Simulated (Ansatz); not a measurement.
# A hypothetical structure for ZnGaGeH, part 2 of 2

This structure for ZnGaGeH is made up. Its elements were placed in a known structure type with a cell scaled to their sizes. What cell does the guess relax to, and how far off was it?

Ansatz 0.2.0; DFT, PBE, plane-wave PAW, default files, scalar-relativistic, no spin, cell and ions relaxed at zero pressure (the session's first sound run).

So far: Starting point; Relaxing cell and atoms. The relaxed cell has a = 3.964, c = 5.202 Å (conventional setting).

## (3) Electronic structure of the relaxed cell

With the geometry fixed, one more self-consistent run, with a narrower smearing and the mesh shown in its input, gives the bands, and its pressure, and its forces where symmetry allows any, show how far the geometry depends on these settings.

This step: DFT, PBE, plane-wave PAW, default files, scalar-relativistic, no spin, bands and density of states at the relaxed cell (Ansatz 0.2.0).

Input file input.yaml:

```yaml
crystal:
  lattice:
    - [3.9638537135, 0.0, 0.0]
    - [-1.9819268567, 3.4327980127, 0.0]
    - [0.0, 0.0, 5.2022475865]
  atoms:
    - { symbol: Ge, position: [0.6666666667, 0.3333333333, 0.3451811357] }
    - { symbol: Ga, position: [0.0, 0.0, 0.5686894027] }
    - { symbol: Zn, position: [0.3333333333, 0.6666666667, 1.10832464] }
    - { symbol: H, position: [0.0, 0.0, 0.8809048217] }
kpoints:
  mp_grid: { grid: [10, 10, 6] }
  band_path:
    path:
      - [[0.0, 0.0, 0.0], [0.5, 0.0, 0.0], [0.33333333, 0.33333333, 0.0], [0.0, 0.0, 0.0], [0.0, 0.0, 0.5], [0.5, 0.0, 0.5], [0.33333333, 0.33333333, 0.5], [0.0, 0.0, 0.5]]
      - [[0.5, 0.0, 0.5], [0.5, 0.0, 0.0]]
      - [[0.33333333, 0.33333333, 0.0], [0.33333333, 0.33333333, 0.5]]
    npoints: 8
scf:
  occupations: { method: fermi_dirac, width: 0.03 }
  n_extra_bands: 8
hamiltonian:
  xc: pbe
  pseudopotentials: { kind: paw }
output:
  forces: true
  stress: true
  write_bands: true
  dos: { projected: true }
  write_density: true
  write_potential: true
  elf: true
  volumetric_format: npy
```

Run with:

```sh
> ansatz run input.yaml --threads 4 --pin off --max-ram 8192MiB --backend cpu --events-out ev --progress --plain --runs-dir out
```

Numbers of over 12 decimals in the logs are rounded to 6 here.

What it wrote:

```text
[...]
Crystal: 4 atoms, lattice volume = 70.788 Å³
Basis set: ecut = 420 eV, 1409 PW (Γ), exchange–correlation on 54×54×72 points (8 copies of the dense FFT grid, shifted against one another)
Bands: 28, of which v1, the nominal top of the filled ones, is band 20 counted from 1 (19 counted from 0)
Symmetry: 6 space group operations
[...]
k-points: 72 of 600 (time reversal used)
[...]
SCF iter   1: F=—  HF=-11411.673872 eV  |F-HF|=—  |Δ(HF+E_count)|=         —  Δρ=2.71e-3  dr2=5.86e-3  ethr=1.77e-3  ⟨swp⟩=6.0  Hψ=9348  notcnv=0
[...]
SCF iter   8: F=-11411.672440 eV  HF=-11411.672440 eV  |F-HF|=1.61e-8  |Δ(HF+E_count)|=   7.00e-8  Δρ=6.30e-6  dr2=3.41e-8  ethr=2.50e-10  ⟨swp⟩=11.9  Hψ=14170  notcnv=0
SCF 1 converged in 8 iterations: F = -11411.672440 eV  dr2 = 3.41e-8
[...]
NSCF: frozen V_eff on 75 k-points
SCF converged after 8 iterations
Free energy (F): -11411.672440 eV
[...]
Internal energy: -11411.665833 eV  (E = F + TS)
E sigma→0 (E₀):  -11411.669136 eV
Entropy (-TS):   -0.006607 eV (-1.652 meV/atom)
Fermi energy:    6.851351 eV
[...]
--- Forces (eV/Å), atoms counted from 1 ---
  atom   1  Ge    -0.00000000    -0.00000000    -0.02359072
  atom   2  Ga     0.00000000    -0.00000000     0.01458110
  atom   3  Zn    -0.00000000    -0.00000000    -0.00988935
  atom   4  H      0.00000000     0.00000000     0.01882360
  max |Σ_I F_I| component: 7.54e-5 eV/Å
--- Stress (GPa, compression-positive) ---
        0.058959      -0.000000       0.000000
       -0.000000       0.058959      -0.000000
        0.000000      -0.000000       0.323019
  P = ⅓ Tr σ = 0.1470 GPa (1.470 kbar)
--- Band table (eV; the first three rows and the last of 72) ---
  k-point 0: bands = [... 16 lower, 1.6367, 3.0303, 7.8844, 7.8844, 9.6699, 10.2586, 10.2586, 10.4507, ... 4 higher]
  k-point 1: bands = [... 16 lower, 0.8525, 4.0676, 7.8967, 7.8967, 9.6007, 10.3670, 10.3670, 10.4210, ... 4 higher]
  k-point 2: bands = [... 16 lower, 0.1300, 5.6082, 7.9219, 7.9219, 8.9978, 10.6266, 10.6266, 10.7462, ... 4 higher]
  k-point 71: bands = [... 16 lower, 0.9306, 2.3048, 2.8780, 5.0332, 5.9098, 11.2421, 13.2238, 13.3835, ... 4 higher]
```

Wall time 7 s (4 threads of Arm Neoverse V1, shared host); peak memory 0.47 GiB.

This step gave:

```
free energy             : -11411.6724 eV
energy at zero smearing : -11411.6691 eV
smearing term TS        : 0.006607 eV
Fermi energy            : 6.851 eV
pressure                : 0.1470 GPa
```

From bands.tsv, the bands that come nearest the Fermi level along the path, at its corners, in eV from the Fermi level:

```
point  band 17  band 18  band 19  band 20  band 21  band 22  band 23  band 24
    Γ    -5.21    -3.82     1.03     1.03     2.82     3.41     3.41     3.60
    M    -6.44    -3.22    -1.32    -1.15    -0.97     1.49     3.09     5.47
    K    -6.48    -4.79    -2.36    -0.58     0.93     1.24     2.52     3.27
    Γ    -5.21    -3.82     1.03     1.03     2.82     3.41     3.41     3.60
    A    -6.86    -0.27     1.08     1.08     1.48     3.94     3.94     4.33
    L    -6.28    -5.10    -2.59    -0.82     0.55     2.12     3.47     6.03
    H    -5.94    -4.38    -4.30    -1.71    -1.21     4.52     6.70     6.93
    A    -6.86    -0.27     1.08     1.08     1.48     3.94     3.94     4.33
    L    -6.28    -5.10    -2.59    -0.82     0.55     2.12     3.47     6.03
    M    -6.44    -3.22    -1.32    -1.15    -0.97     1.49     3.09     5.47
    K    -6.48    -4.79    -2.36    -0.58     0.93     1.24     2.52     3.27
    H    -5.94    -4.38    -4.30    -1.71    -1.21     4.52     6.70     6.93
```

Counts of states for the cell as run, both spins, by energy window (eV from the Fermi level):

```
from  to  total
  -8  -7   4.68
  -7  -6   6.44
  -6  -5   0.88
  -5  -4   0.79
  -4  -3   1.04
  -3  -2   1.20
  -2  -1   1.86
  -1   0   1.05
   0   1   1.26
   1   2   0.79
   2   3   1.41
   3   4   1.68
   4   5   1.97
   5   6   1.49
```

Below -8 eV lie 22.0 more states.

ELF in the ac plane at fractional y = 0.000, with atoms of Ga and H within 0.2 Å of it. It is the smooth field of the valence electrons, not physical close to the nuclei.

Ten even steps from '0' (0.34 × 1e-1) to '9' (9.97 × 1e-1), each cell a mean:
```
99721111111489
99951000002699
99962000003799
88752000003678
33332000012333
11222110112221
00122222222210
20123333332200
00123444443210
11234544454221
22234444444322
22334444444322
11123444443211
00123444442100
00012333332100
00012222221000
21001222211011
76211111111136
```
Columns run along a (4.0 Å), rows up along c (5.2 Å). Atoms in or near the plane, at fractional coordinates: Ga at (0.00, 0.57), H at (0.00, 0.88).

Valence density in the ac plane at fractional y = 0.000, with atoms of Ga and H within 0.2 Å of it. It is the smooth field of the valence electrons, not physical close to the nuclei.

Ten steps, logarithmic in the rise over the least value, from '_' (0 e/Å³) to '@' (43 e/Å³), each cell a mean:
```
....______________________..
--::..__________________..::
::::..__________________..::
::....__________________....
::....__________________..::
==--..________________..::--
%%**--..______________..==##
@@%%==..______________::++%%
##**--..______________..==**
==--....______________..::--
......__________________....
______________..____________
____________....____________
______________..____________
____________________________
____________________________
____________________________
____________________________
```
Columns run along a (4.0 Å), rows up along c (5.2 Å). Atoms in or near the plane, at fractional coordinates: Ga at (0.00, 0.57), H at (0.00, 0.88).

Electrostatic potential energy in the ac plane at fractional y = 0.000, with atoms of Ga and H within 0.2 Å of it. With pseudopotentials it is smooth inside the atoms' cores, unlike the true potential.

Ten even steps from '0' (-16 eV) to '9' (10 eV), each cell a mean:
```
36999999999985
02899999999971
03899999999972
46899999999976
23689999998753
00268999998510
00047999987200
00037999986200
00047899987300
00268888888510
34688887888764
78888877788887
99999877789999
99999877889999
99999887889999
99999888889999
99999888899999
99999988899999
```
Columns run along a (4.0 Å; values clipped at the 3rd and 97th percentile), rows up along c (5.2 Å). Atoms in or near the plane, at fractional coordinates: Ga at (0.00, 0.57), H at (0.00, 0.88).

## (4) Outcome

- space group, relaxed: P3m1
- conventional cell: a = 3.964, b = 3.964, c = 5.202 Å; α = 90.0°, β = 90.0°, γ = 120.0°
- volume per atom: 17.70 Å³ (guess 12.71)

In words: ZnGaGeH relaxes to P3m1 with a = 3.964, b = 3.964 and c = 5.202 Å. The guessed volume was 28 % too small. The space group P3m1 was held in the relaxation, so the end point is a stationary structure within it and may be a saddle against distortions or other arrangements. Bands cross the Fermi level, so it is a metal or semimetal at this level. On the 10×10×6 mesh with the narrower smearing (relaxed on 8×8×6) the largest force component is 0.024 eV/Å and the largest stress component is 0.323 GPa, against the relaxation's thresholds of 0.015 eV/Å and 0.05 GPa. The cutoff wasn't tested. A vector of the cell changed its length by 21 %, so the starting arrangement is largely lost and the mesh was laid for another shape. No dispersion term is used, so weakly bound directions may come out too long. Nothing here tests whether the compound is stable against decomposition.

[Logs are printed without paths, hosts, clocks, repeated set-up lines and the standing remarks that a program may print on its own settings, such as how far it seeks lower states.]

[Hosts, paths, dates, database ids (printed as entryN), source tags and the programs' standing remarks are cut or masked in the printed files.]
